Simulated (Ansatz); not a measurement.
# How fast states decay through Ca2IClF2, part 3 of 3

Aim: relax a made-up compound, Ca2IClF2, and see how good a tunnel barrier it would be. It is built by putting Ca for Ba, Cl for Br in the Ba2IBrF2 structure of space group P4mm, with the volume rescaled by atomic radii. The parent structure comes from the Materials Project.

Ansatz 0.2.0; r2SCAN DFT, plane waves, PAW files (the session's first sound run).

So far. Step 4 (Decaying states in the gap, plane (001), k-mesh 6×6×4): At +2.19 eV, the grid energy nearest the filling level (the middle of the gap on the SCF mesh), the slowest state at the listed wavevectors decays with κ = 0.380 Å⁻¹, its amplitude falling by e over 2.6 Å. Through 1 nm of this crystal that state's transmission falls by exp(−2 × 0.380 Å⁻¹ × 10 Å) = 5.0e-4. Step 5 (Decay over the two-dimensional zone): The least value on the mesh is 0.378 Å⁻¹ at +2.23 eV.

The structure was built from a prototype and need not be the compound's stable phase.

### 6. Complex bands, plane (100), k-mesh 6×4×6

Level of this step: r2SCAN DFT, plane waves, PAW files; complex bands by layer matching along the plane's normal (Ansatz).

The same for the (100) plane, at (0, 0) and (0, -0.5), to see how the decay depends on direction.

The input, input.yaml:

```yaml
crystal:
  lattice:
    - [3.911604, 0.0, 0.0]
    - [0.0, 8.256176926, 0.0]
    - [0.0, 0.0, 3.911604]
  atoms:
    - { symbol: Ca, position: [0.5, 0.8583722697, 0.5] }
    - { symbol: Ca, position: [0.0, 0.1726091104, 0.0] }
    - { symbol: I, position: [0.0, 0.6493233965, 0.0] }
    - { symbol: Cl, position: [0.5, 0.3021762811, 0.5] }
    - { symbol: F, position: [0.0, 0.0087594712, 0.5] }
    - { symbol: F, position: [0.5, 0.0087594712, 0.0] }
kpoints:
  mp_grid: { grid: [6, 4, 6] }
scf:
  occupations: { method: fixed }
hamiltonian:
  xc: r2scan
output:
  eigenvalues: true
  transmission:
    leads: [[0, 0]]
    kpoints: [[0.0, 0.0], [0.0, -0.5]]
    e_range: [-1.0, 5.46]
    de: 0.16
```

Launch:

```
$ ansatz run input.yaml --threads 2 --pin off --max-ram 4096MiB --backend cpu --events-out ev --progress --plain --runs-dir out
```

Numbers of over 12 decimals in the logs are rounded to 6 here.

The program printed:

```text
[...]
Crystal: 6 atoms, lattice volume = 126.325 Å³
Basis set: ecut = 500 eV, 3151 PW (Γ), exchange–correlation on 120×256×120 points (64 copies of the dense FFT grid, shifted against one another)
Bands: 35, of which v1, the nominal top of the filled ones, is band 29 counted from 1 (28 counted from 0)
Symmetry: 8 space group operations
[...]
k-points: 30 of 144 (time reversal used)
[...]
SCF iter   1: F=—  HF=-13888.104073 eV  |F-HF|=—  |Δ(HF+E_count)|=         —  Δρ=6.92e-3  dr2=5.69e-2  dr2_τ=7.67e-2  ethr=1.77e-3  ⟨swp⟩=7.1  Hψ=4430  notcnv=0  defer=112
[...]
SCF iter   7: F=-13888.206868 eV  HF=-13888.206868 eV  |F-HF|=3.48e-9  |Δ(HF+E_count)|=   5.69e-8  Δρ=2.63e-6  dr2=8.75e-9  dr2_τ=8.44e-10  ethr=1.72e-10  ⟨swp⟩=15.8  Hψ=6278  notcnv=0
SCF 1 converged in 7 iterations: F = -13888.206868 eV  dr2 = 8.75e-9
[...]
transmission: 6 of 12 steps passed
transmission: 12 of 12 steps passed
SCF converged after 7 iterations
Free energy (F): -13888.206868 eV
[...]
Internal energy: -13888.206868 eV  (E = F + TS)
E sigma→0 (E₀):  -13888.206868 eV
Fermi energy:    5.869618 eV
[...]
--- Band table (eV; the first three rows and the last of 30) ---
  k-point 0: bands = [... 25 lower, 3.5480, 4.7068, 5.6129, 5.6129, 10.3345, 10.3967, 11.0179, 11.5417, ... 2 higher]
  k-point 1: bands = [... 25 lower, 3.5384, 4.6385, 4.8398, 5.6722, 10.5823, 10.8631, 11.3974, 11.6342, ... 2 higher]
  k-point 2: bands = [... 25 lower, 3.5197, 3.8365, 4.6330, 5.7985, 10.9313, 11.2387, 11.3865, 11.8443, ... 2 higher]
  k-point 29: bands = [... 25 lower, 3.5102, 3.5102, 3.7083, 4.7122, 10.7168, 11.6195, 12.0127, 12.0127, ... 2 higher]
--- Transmission ---
  basis      : 337 plane waves across, 6 finite elements along
  points     : 2, as listed
[...]
crystal 0  : Ca2I1F2Cl1, at the sites [0, 0], period 3.9116 Å: whole cells are its period
[...]
channels       : 0.000000e0 a spin
[...]
slowest decay  : 0.2766 /Å at (0.0000, 0.0000)
```

Elapsed: 2.5 min, on 2 threads of Arm Neoverse N1, shared host; peak memory 1.3 GiB.

Numbers from this step:

```yaml
decay_constant_at_the_filling_level_zone_centre: 0.2766 Å⁻¹
decay_constant_at_the_filling_level_slowest_listed_point: 0.2766 Å⁻¹
```

K parallel (0, 0); values up to 1.5 1/Å, a degenerate pair printed once or twice; energies at which all values exceed this have no row. The Im kz of the slowest decaying states by energy, zero at the highest filled level on the SCF mesh:

```
energy (eV)  decay 1 (Å⁻¹)  decay 2 (Å⁻¹)  decay 3 (Å⁻¹)  decay 4 (Å⁻¹)
      -1.00          0.458          0.597          0.724          0.775
      -0.68          0.433          0.602          0.609          0.743
      -0.36          0.325          0.440          0.616          0.752
      -0.04          0.117          0.447          0.627          0.755
       0.28          0.176          0.440          0.452          0.634
       0.60          0.212          0.454          0.567          0.638
       0.92          0.236          0.453          0.637          0.638
       1.24          0.254          0.450          0.635          0.681
       1.56          0.266          0.443          0.629          0.712
       1.88          0.273          0.433          0.620          0.713
       2.20          0.277          0.421          0.608          0.681
       2.52          0.276          0.404          0.594          0.644
       2.84          0.273          0.384          0.576          0.604
       3.16          0.265          0.359          0.556          0.557
       3.48          0.252          0.327          0.501          0.533
       3.80          0.231          0.287          0.433          0.506
       4.12          0.191          0.234          0.346          0.475
       4.44         0.0658          0.115          0.246          0.444
       4.76          0.178          0.406          0.442          0.475
       5.08         0.0803          0.229          0.358          0.393
       5.40          0.178          0.239          0.283          0.462
```

K parallel (0, -0.5); values up to 1.5 1/Å, a degenerate pair printed once or twice; energies at which all values exceed this have no row. The Im kz of the slowest decaying states by energy, zero at the highest filled level on the SCF mesh:

```
energy (eV)  decay 1 (Å⁻¹)  decay 2 (Å⁻¹)  decay 3 (Å⁻¹)  decay 4 (Å⁻¹)
      -1.00          0.363          0.498          0.786          0.854
      -0.68          0.472          0.496          0.599          0.887
      -0.36          0.316          0.497          0.533          0.904
      -0.04          0.123          0.500          0.572          0.904
       0.28          0.182          0.430          0.500          0.598
       0.60          0.219          0.500          0.556          0.616
       0.92          0.244          0.497          0.626          0.627
       1.24          0.262          0.492          0.633          0.670
       1.56          0.274          0.486          0.634          0.701
       1.88          0.282          0.476          0.631          0.723
       2.20          0.286          0.465          0.625          0.738
       2.52          0.286          0.450          0.614          0.742
       2.84          0.283          0.432          0.600          0.712
       3.16          0.277          0.410          0.581          0.679
       3.48          0.267          0.383          0.559          0.643
       3.80          0.251          0.349          0.531          0.602
       4.12          0.225          0.304          0.498          0.556
       4.44          0.168          0.248          0.457          0.501
       4.76          0.190          0.406          0.421          0.445
       5.08         0.0481          0.287          0.321          0.357
       5.40         0.0955          0.168          0.200          0.218
```

At the listed wavevectors the last open channel is at -0.04 eV and the next at +4.60 eV on the grid. At +2.20 eV, the grid energy nearest the filling level (the middle of the gap on the SCF mesh), the slowest state at the listed wavevectors decays with κ = 0.277 Å⁻¹, its amplitude falling by e over 3.6 Å; the first such run, plane (001), gave 0.380 Å⁻¹.

### 7. What came out

```yaml
band_gap: 4.46 eV
least_decay_constant_at_mid_gap_normal_to_001: 0.380 Å⁻¹
least_decay_constant_at_mid_gap_normal_to_100: 0.277 Å⁻¹
least_decay_constant_on_a_mesh_normal_to_001: 0.378 Å⁻¹
```

What this shows: With r2SCAN, the slowest decay at the wavevectors tried is κ = 0.277 Å⁻¹, normal to (100). Through such a film the transmission near mid-gap falls as exp(−2κd), a factor of ten every 4.2 Å. The decay depends on direction: 1.4 times faster normal to (001). A free electron under a barrier of half the gap would need a mass of 0.13 mₑ to decay at this rate. The compound is made up by substitution; its stability against other phases and against distortions of the cell's symmetry was not tested. r2SCAN still narrows gaps, if less than LDA and GGA do, while spin-orbit coupling, left out here, narrows them in compounds of heavy elements, so the error in κ can go either way.

[Logs are printed without paths, hosts, clocks, repeated set-up lines and the standing remarks that a program may print on its own settings, such as how far it seeks lower states.]

[Hosts, paths, dates, database ids (printed as entryN), source tags and the programs' standing remarks are cut or masked in the printed files.]
